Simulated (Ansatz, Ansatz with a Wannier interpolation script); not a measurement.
# Cs2PdCl4 (P4/mmm): what limits a Wannier interpolation of GW

Wanted: errors and cost of interpolated bands of Cs2PdCl4 (P4/mmm) under coarser or faulty settings.

Main program and level: Ansatz 0.2.0; maximally localised Wannier functions, LDA, plane waves, PAW; PAW set soft_1.

## 1. Set-up

Symmetry: P4/mmm, No. 123, tetragonal system. The conventional cell has a = 7.416 Å, b = 7.416 Å, c = 4.679 Å, α = 90.00°, β = 90.00°, γ = 90.00°. Cs has 8 Cl at 3.53 Å nearest. Nearest to Pd lie 4 Cl at 2.32 Å. Cl has 1 Pd at 2.32 Å and 4 Cs at 3.53 Å nearest. Farther neighbours and most contacts between anions are not listed.

The cell and positions come from the Crystallography Open Database and are kept as given unless a step says otherwise. Spin-orbit coupling is left out unless a step names it.

## 2. Wannier model on 4×4×8

Localised functions give a small Hamiltonian that interpolates between mesh points at no cost.

Contents of input.yaml:

```yaml
crystal:
  lattice:
    - [7.4158, 0.0, 0.0]
    - [0.0, 7.4158, 0.0]
    - [0.0, 0.0, 4.6792]
  atoms:
    - { symbol: Cs, position: [0.0, 0.5, 0.5] }
    - { symbol: Cs, position: [0.5, 0.0, 0.5] }
    - { symbol: Pd, position: [0.0, 0.0, 0.0] }
    - { symbol: Cl, position: [0.221, 0.221, 0.0] }
    - { symbol: Cl, position: [0.779, 0.221, 0.0] }
    - { symbol: Cl, position: [0.779, 0.779, 0.0] }
    - { symbol: Cl, position: [0.221, 0.779, 0.0] }
kpoints:
  mp_grid: { grid: [2, 2, 4] }
hamiltonian:
  xc: lda
  pseudopotentials: { kind: paw, azcp: { folder: soft_1 }, xc_functional: pbe }
scf:
  occupations: { method: fixed }
  n_extra_bands: 136
output:
  wannier:
    kmesh: [4, 4, 8]
    projections: [{ species: Cl, l: p, shell: 3 }, { species: Pd, l: d, shell: 4 }]
    minimise: true
    write_hr: true
    seedname: w
    conv_tol: 1.0e-06
    max_iter: 20000
    stability_check: false
    disentanglement:
      window: [-2.36, 7.2]
      frozen_window: [-2.36, 4.2]
      conv_tol: 1.0e-08
```

Launch:

```bash
$ ansatz run input.yaml --threads 4 --pin off --max-ram 18432MiB --backend cpu --events-out ev --progress --plain --runs-dir out
```

Numbers of over 12 decimals in the logs are rounded to 6 here.

Log:

```text
scf.n_extra_bands = 136 over 32 filled bands (N_el = 64.0): the run solves 168 bands
Engine: ansatz 0.2.0, aarch64-unknown-linux-gnu
Pseudopotentials: kind: paw
Pseudopotential: Cs, paw, valence charge 9, recommended cutoff 420 eV (normal), soft_1/Cs.paw.azcp
Pseudopotential: Pd, paw, valence charge 18, recommended cutoff 420 eV (normal), soft_1/Pd.paw.azcp
Pseudopotential: Cl, paw, valence charge 7, recommended cutoff 420 eV (normal), soft_1/Cl.paw.azcp
Functional definition: SPW92
  exchange = slater_x
  correlation = pw_c
Crystal: 7 atoms, lattice volume = 257.328 Å³
Basis set: ecut = 420 eV, 5047 PW (Γ)
Bands: 168, of which v1, the nominal top of the filled ones, is band 32 counted from 1 (31 counted from 0)
Symmetry: 16 space group operations
Space group: P4/mmm (ITA 123), of the structure as read, at distance tolerance 6.4e-5 Å
k-points: 9 of 16
Non-local potential: Cs, projectors of the file, l = 0: 3, l = 1: 2, l = 2: 2, l = 3: 2
Non-local potential: Pd, projectors of the file, l = 0: 2, l = 1: 2, l = 2: 2, l = 3: 1
Non-local potential: Cl, projectors of the file, l = 0: 2, l = 1: 2, l = 2: 1
PAW form: soft (Blöchl's): semilocal exchange-correlation on the pseudo side does not see the compensation charge
PAW frozen core: Cs, regenerated for the run's functional, and the local potential with it (the file was generated under x = pbe(κ = 0.804, μ = 0.219515), c = pbe(β = 0.066725))
PAW frozen core: Pd, regenerated for the run's functional, and the local potential with it (the file was generated under x = pbe(κ = 0.804, μ = 0.219515), c = pbe(β = 0.066725))
PAW frozen core: Cl, regenerated for the run's functional, and the local potential with it (the file was generated under x = pbe(κ = 0.804, μ = 0.219515), c = pbe(β = 0.066725))
PAW one-centre angular grid: Cs, 194 points (default); XC on 64 Gauss nodes
PAW one-centre angular grid: Pd, 590 points (default); XC on 64 Gauss nodes
PAW one-centre angular grid: Cl, 110 points (default); XC on 64 Gauss nodes
Initial density: superposition of atomic densities (chi_scale 0.1, normalization cell, long waves kept (reshape's long-wave potential 0.01 eV rms))
Initial wavefunctions: pseudopotential atomic-orbital guess
Functional: x = slater, c = lda
SCF iter   1: F=—  HF=-22045.679313 eV  |F-HF|=—  |Δ(HF+E_count)|=         —  Δρ=6.48e-2  dr2=1.93e1  ethr=3.10e-3  ⟨swp⟩=4.2  Hψ=5382  notcnv=0  defer=1192
preconditioner: auto → Resta (q_TF=auto, 2.164 Å⁻¹)  ε∞=1.5  [insulator: Δε(μ)=0.918 eV  Ē_g=24.139 eV  n_scr=46 (ndim 8)  ℏωp=16.7 eV  f_vac=0.116  ε∞_Penn≈1.5]
SCF iter   2: F=—  HF=-22043.712585 eV  |F-HF|=—  |Δ(HF+E_count)|=    1.97e0  Δρ=6.14e-2  dr2=1.42e1  ethr=3.10e-3  ⟨swp⟩=3.0  Hψ=2078  notcnv=0  defer=1198
SCF iter   3: F=—  HF=-22040.828450 eV  |F-HF|=—  |Δ(HF+E_count)|=    2.88e0  Δρ=1.48e-2  dr2=4.84e-1  ethr=3.10e-3  ⟨swp⟩=3.0  Hψ=2072  notcnv=0  defer=1192
SCF iter   4: F=—  HF=-22040.636180 eV  |F-HF|=—  |Δ(HF+E_count)|=   1.92e-1  Δρ=4.83e-3  dr2=5.62e-2  ethr=7.56e-4  ⟨swp⟩=2.0  Hψ=1755  notcnv=0  defer=1174
SCF iter   5: F=—  HF=-22040.617082 eV  |F-HF|=—  |Δ(HF+E_count)|=   1.91e-2  Δρ=8.86e-4  dr2=2.50e-3  ethr=8.78e-5  ⟨swp⟩=2.1  Hψ=560  notcnv=0  defer=1205
SCF iter   6: F=—  HF=-22040.617776 eV  |F-HF|=—  |Δ(HF+E_count)|=   6.95e-4  Δρ=1.87e-4  dr2=1.80e-4  ethr=3.91e-6  ⟨swp⟩=2.9  Hψ=1896  notcnv=0  defer=1204
SCF iter   7: F=—  HF=-22040.617847 eV  |F-HF|=—  |Δ(HF+E_count)|=   7.08e-5  Δρ=4.11e-5  dr2=6.21e-6  ethr=2.81e-7  ⟨swp⟩=2.0  Hψ=506  notcnv=0  defer=1180
SCF iter   8: F=—  HF=-22040.617684 eV  |F-HF|=—  |Δ(HF+E_count)|=   1.64e-4  Δρ=1.35e-5  dr2=8.30e-7  ethr=9.71e-9  ⟨swp⟩=2.2  Hψ=575  notcnv=0  defer=1169
SCF iter   9: F=-22040.617684 eV  HF=-22040.617684 eV  |F-HF|=5.22e-8  |Δ(HF+E_count)|=   1.81e-7  Δρ=3.96e-6  dr2=4.83e-8  ethr=1.56e-10  ⟨swp⟩=14.8  Hψ=14768  notcnv=0
SCF 1 converged in 9 iterations: F = -22040.617684 eV  dr2 = 4.83e-8
[...]
NSCF: frozen V_eff on 34 k-points
the Wannier pass solved 34 of the 128 points of its mesh, and has the states at the others by symmetry: states obtained by the crystal's operations at points that were solved too leave a residual of 5.98e-13 eV (read by the count's bands and the next), within 6.67e-6 eV
SCF converged after 9 iterations
Free energy (F): -22040.617684 eV
Harris-Foulkes:  -22040.617684 eV  (|F-HF|=5.22e-8)
Internal energy: -22040.617684 eV  (E = F + TS)
E sigma→0 (E₀):  -22040.617684 eV
Fermi energy:    2.078580 eV
--- Per-component energies (eV) ---
  E_band       = -652.444914
  E_kinetic    = 1345.549030
  E_local      = -6642.629181  (includes V_loc(G=0)·N_el)
  E_nonlocal   = 558.750771
  E_hartree    = 2731.645114
  E_xc         = -917.747340
  E_vxc        = -913.185277  (∫ρ·V_xc dr)
  E_paw        = -15976.416192  (= ΣΔE_a)
  E_vpaw       = -464.226139  (= ΣTr[D̂ρ^β])
  E_aug_tail   = 0.000627  (compensation charges beyond the density's cutoff)
  E_ewald      = -3141.754333
  E_core_change = 1.983821  (= ΣΔE_core)
  E_smearing   = -0.000000  (= −TS)
  E_closure    = 0.000000  (closes the sum)
  Σ components = -22040.617684   (vs F -22040.617684, Δ=0.00e0)
--- Band table (eV; the first three rows and the last of 9) ---
  k-point 0: bands = [... 28 lower, 1.4668, 1.5479, 1.9972, 1.9972, 4.2281, 5.8600, 7.1575, 8.0617, ... 132 higher]
  k-point 1: bands = [... 28 lower, 1.6884, 1.7083, 2.0148, 2.0148, 4.2363, 6.4989, 7.0265, 8.1474, ... 132 higher]
  k-point 2: bands = [... 28 lower, 1.8823, 1.8986, 2.0354, 2.0354, 4.2445, 6.3065, 7.7370, 8.0812, ... 132 higher]
  k-point 8: bands = [... 28 lower, 1.8178, 1.8799, 1.8799, 1.9369, 3.7240, 7.2630, 8.7417, 8.7417, ... 132 higher]
Wannier search: line search 1 of at most 20000: gauge-dependent spread (as the search counts it) 0.5130882 Å², largest recent change 6.6e-2 Å² against conv_tol 1.0e-6 Å², 0 stops escaped
```

The job ended after 68 s (4 threads of Arm Neoverse V2, shared host; peak memory 2.2 GiB).

This step gave:

```yaml
gauge_invariant_spread: 25.06 Å²
diagonal_spread: 1.25e-4 Å²
off_diagonal_spread: 0.4253 Å²
total_spread: 25.48 Å²
least_projectability: 0.8020
localisation_steps: 23
disentanglement_steps: 3
r_m_s_interpolation_error: 4.41e-5 eV
r_m_s_error_near_the_gap: 5.53e-5 eV
```

Near the gap the model misses directly solved bands by 0.1 meV r.m.s. and by 1 meV at most in the window tested. This tests the starting bands, not the corrections carried with them.

## 3. Wannier model on 2×2×4

input.yaml: that of step 2 with these lines changed.

```diff
@@ -23,3 +23,3 @@
   wannier:
-    kmesh: [4, 4, 8]
+    kmesh: [2, 2, 4]
     projections: [{ species: Cl, l: p, shell: 3 }, { species: Pd, l: d, shell: 4 }]
```

Log:

```text
[...]
Crystal: 7 atoms, lattice volume = 257.328 Å³
Basis set: ecut = 420 eV, 5047 PW (Γ)
Bands: 168, of which v1, the nominal top of the filled ones, is band 32 counted from 1 (31 counted from 0)
Symmetry: 16 space group operations
[...]
k-points: 9 of 16
[...]
SCF iter   1: F=—  HF=-22045.679313 eV  |F-HF|=—  |Δ(HF+E_count)|=         —  Δρ=6.48e-2  dr2=1.93e1  ethr=3.10e-3  ⟨swp⟩=4.2  Hψ=5382  notcnv=0  defer=1192
[...]
SCF iter   9: F=-22040.617684 eV  HF=-22040.617684 eV  |F-HF|=5.22e-8  |Δ(HF+E_count)|=   1.81e-7  Δρ=3.96e-6  dr2=4.83e-8  ethr=1.56e-10  ⟨swp⟩=14.8  Hψ=14768  notcnv=0
SCF 1 converged in 9 iterations: F = -22040.617684 eV  dr2 = 4.83e-8
[...]
NSCF: frozen V_eff on 11 k-points
[...]
SCF converged after 9 iterations
Free energy (F): -22040.617684 eV
[...]
Internal energy: -22040.617684 eV  (E = F + TS)
E sigma→0 (E₀):  -22040.617684 eV
Fermi energy:    2.078580 eV
[...]
--- Band table (eV; the first three rows and the last of 9) ---
  k-point 0: bands = [... 28 lower, 1.4668, 1.5479, 1.9972, 1.9972, 4.2281, 5.8600, 7.1575, 8.0617, ... 132 higher]
  k-point 1: bands = [... 28 lower, 1.6884, 1.7083, 2.0148, 2.0148, 4.2363, 6.4989, 7.0265, 8.1474, ... 132 higher]
  k-point 2: bands = [... 28 lower, 1.8823, 1.8986, 2.0354, 2.0354, 4.2445, 6.3065, 7.7370, 8.0812, ... 132 higher]
  k-point 8: bands = [... 28 lower, 1.8178, 1.8799, 1.8799, 1.9369, 3.7240, 7.2630, 8.7417, 8.7417, ... 132 higher]
[...]
```

It took 24 s on 4 threads; peak memory 1.2 GiB.

This step gave:

- gauge-invariant spread: 23.69 Å²
- diagonal spread: 1.24e-4 Å²
- off-diagonal spread: 0.4411 Å²
- total spread: 24.13 Å²
- least projectability: 0.8020
- localisation steps: 15
- disentanglement steps: 3
- r.m.s. interpolation error: 0.001735 eV
- r.m.s. error near the gap: 0.001984 eV

Near the gap the model misses directly solved bands by 2.0 meV r.m.s. and by 13 meV at most in the window tested. This tests the starting bands, not the corrections carried with them.

Frozen up to 2.13 eV; above it the model need not follow the bands. Electronic bands along the path, in eV, zero at the valence-band top; v1 is the highest filled band, c1 the lowest empty one:

| point | v4 | v3 | v2 | v1 | c1 |
| --- | --- | --- | --- | --- | --- |
| Γ | -0.61 | -0.53 | -0.08 | -0.08 | 2.15 |
| halfway | -0.59 | -0.41 | -0.07 | -0.06 | 2.05 |
| X | -0.56 | -0.34 | -0.05 | -0.04 | 1.95 |
| halfway | -0.54 | -0.19 | -0.03 | -0.02 | 1.79 |
| M | -0.51 | -0.09 | 0.00 | 0.00 | 1.63 |
| halfway | -0.56 | -0.28 | -0.04 | -0.04 | 1.92 |
| Γ | -0.61 | -0.53 | -0.08 | -0.08 | 2.15 |
| halfway | -0.39 | -0.37 | -0.06 | -0.06 | 2.16 |
| Z | -0.20 | -0.18 | -0.04 | -0.04 | 2.17 |
| halfway | -0.22 | -0.15 | -0.09 | -0.08 | 2.06 |
| R | -0.26 | -0.14 | -0.13 | -0.12 | 1.96 |
| halfway | -0.25 | -0.17 | -0.16 | -0.14 | 1.80 |
| A | -0.26 | -0.20 | -0.20 | -0.14 | 1.65 |
| halfway | -0.23 | -0.16 | -0.13 | -0.12 | 1.93 |
| Z | -0.20 | -0.18 | -0.04 | -0.04 | 2.17 |
| jump to X | -0.56 | -0.34 | -0.05 | -0.04 | 1.95 |
| halfway | -0.38 | -0.25 | -0.09 | -0.07 | 1.95 |
| R | -0.26 | -0.14 | -0.13 | -0.12 | 1.96 |
| jump to M | -0.51 | -0.09 | 0.00 | 0.00 | 1.63 |
| halfway | -0.33 | -0.18 | -0.11 | -0.11 | 1.64 |
| A | -0.26 | -0.20 | -0.20 | -0.14 | 1.65 |

The same for Kohn-Sham, solved directly:

| point | v4 | v3 | v2 | v1 | c1 |
| --- | --- | --- | --- | --- | --- |
| Γ | -0.61 | -0.53 | -0.08 | -0.08 | 2.15 |
| X | -0.56 | -0.34 | -0.05 | -0.04 | 1.95 |
| M | -0.51 | -0.09 | 0.00 | 0.00 | 1.63 |
| Γ | -0.61 | -0.53 | -0.08 | -0.08 | 2.15 |
| Z | -0.20 | -0.18 | -0.04 | -0.04 | 2.17 |
| R | -0.26 | -0.14 | -0.13 | -0.12 | 1.96 |
| A | -0.26 | -0.20 | -0.20 | -0.14 | 1.65 |
| Z | -0.20 | -0.18 | -0.04 | -0.04 | 2.17 |
| X | -0.56 | -0.34 | -0.05 | -0.04 | 1.95 |
| R | -0.26 | -0.14 | -0.13 | -0.12 | 1.96 |
| M | -0.51 | -0.09 | 0.00 | 0.00 | 1.63 |
| A | -0.26 | -0.20 | -0.20 | -0.14 | 1.65 |

## 4. A faulty Wannier input

input.yaml: that of step 3 with these lines changed.

```diff
@@ -24,3 +24,3 @@
     kmesh: [2, 2, 4]
-    projections: [{ species: Cl, l: p, shell: 3 }, { species: Pd, l: d, shell: 4 }]
+    projections: [{ species: Pd, l: d, shell: 4 }]
     minimise: true
```

Log:

```text
scf.n_extra_bands = 136 over 32 filled bands (N_el = 64.0): the run solves 168 bands
Engine: ansatz 0.2.0, aarch64-unknown-linux-gnu
Pseudopotentials: kind: paw
Pseudopotential: Cs, paw, valence charge 9, recommended cutoff 420 eV (normal), soft_1/Cs.paw.azcp
Pseudopotential: Pd, paw, valence charge 18, recommended cutoff 420 eV (normal), soft_1/Pd.paw.azcp
Pseudopotential: Cl, paw, valence charge 7, recommended cutoff 420 eV (normal), soft_1/Cl.paw.azcp
Functional definition: SPW92
  exchange = slater_x
  correlation = pw_c
Crystal: 7 atoms, lattice volume = 257.328 Å³
Basis set: ecut = 420 eV, 5047 PW (Γ)
Bands: 168, of which v1, the nominal top of the filled ones, is band 32 counted from 1 (31 counted from 0)
Symmetry: 16 space group operations
Space group: P4/mmm (ITA 123), of the structure as read, at distance tolerance 6.4e-5 Å
k-points: 9 of 16
Non-local potential: Cs, projectors of the file, l = 0: 3, l = 1: 2, l = 2: 2, l = 3: 2
Non-local potential: Pd, projectors of the file, l = 0: 2, l = 1: 2, l = 2: 2, l = 3: 1
Non-local potential: Cl, projectors of the file, l = 0: 2, l = 1: 2, l = 2: 1
PAW form: soft (Blöchl's): semilocal exchange-correlation on the pseudo side does not see the compensation charge
PAW frozen core: Cs, regenerated for the run's functional, and the local potential with it (the file was generated under x = pbe(κ = 0.804, μ = 0.219515), c = pbe(β = 0.066725))
PAW frozen core: Pd, regenerated for the run's functional, and the local potential with it (the file was generated under x = pbe(κ = 0.804, μ = 0.219515), c = pbe(β = 0.066725))
[...]
SCF converged after 9 iterations
Free energy (F): -22040.617684 eV
Harris-Foulkes:  -22040.617684 eV  (|F-HF|=5.22e-8)
Internal energy: -22040.617684 eV  (E = F + TS)
E sigma→0 (E₀):  -22040.617684 eV
Fermi energy:    2.078580 eV
--- Per-component energies (eV) ---
  E_band       = -652.444914
  E_kinetic    = 1345.549030
  E_local      = -6642.629181  (includes V_loc(G=0)·N_el)
  E_nonlocal   = 558.750771
  E_hartree    = 2731.645114
  E_xc         = -917.747340
  E_vxc        = -913.185277  (∫ρ·V_xc dr)
  E_paw        = -15976.416192  (= ΣΔE_a)
  E_vpaw       = -464.226139  (= ΣTr[D̂ρ^β])
  E_aug_tail   = 0.000627  (compensation charges beyond the density's cutoff)
  E_ewald      = -3141.754333
  E_core_change = 1.983821  (= ΣΔE_core)
  E_smearing   = -0.000000  (= −TS)
  E_closure    = 0.000000  (closes the sum)
  Σ components = -22040.617684   (vs F -22040.617684, Δ=0.00e0)
--- Band table (eV; the first three rows and the last of 9) ---
  k-point 0: bands = [... 28 lower, 1.4668, 1.5479, 1.9972, 1.9972, 4.2281, 5.8600, 7.1575, 8.0617, ... 132 higher]
  k-point 1: bands = [... 28 lower, 1.6884, 1.7083, 2.0148, 2.0148, 4.2363, 6.4989, 7.0265, 8.1474, ... 132 higher]
  k-point 2: bands = [... 28 lower, 1.8823, 1.8986, 2.0354, 2.0354, 4.2445, 6.3065, 7.7370, 8.0812, ... 132 higher]
  k-point 8: bands = [... 28 lower, 1.8178, 1.8799, 1.8799, 1.9369, 3.7240, 7.2630, 8.7417, 8.7417, ... 132 higher]
WARN: one of the run's output files is refused, and neither it nor the files that depend on it are written in full: <dir> frozen window holds 16 > num_wann = 5 bands at ik = 0 (ik counts from 0, the k-points of the .win, .mmn and .eig files from 1)
Error: <dir> frozen window holds 16 > num_wann = 5 bands at ik = 0 (ik counts from 0, the k-points of the .win, .mmn and .eig files from 1)
```

It took 24 s on 4 threads; peak memory 1.2 GiB.

The run ended with an error after its SCF cycle had converged; no result of it is taken.

The program's message: “Error: <dir> frozen window holds 16 > num_wann = 5 bands at ik = 0 (ik counts from 0, the k-points of the .win, .mmn and .eig files from 1)”

The fault put into this input: trial orbitals that do not span the target bands.

(Part 1 of 2 ends here.)

[Paths, hosts, dates, memory and timing lines, banners, echoed tables and standing remarks are left out of the program output.]

[Logs are printed without paths, hosts, clocks, repeated set-up lines and the standing remarks that a program may print on its own settings, such as how far it seeks lower states.]

[Runs of the session that timed out or met a known fault of the program may be left out.]

[Hosts, paths, dates, database ids (printed as entryN), source tags and the programs' standing remarks are cut or masked in the printed files.]
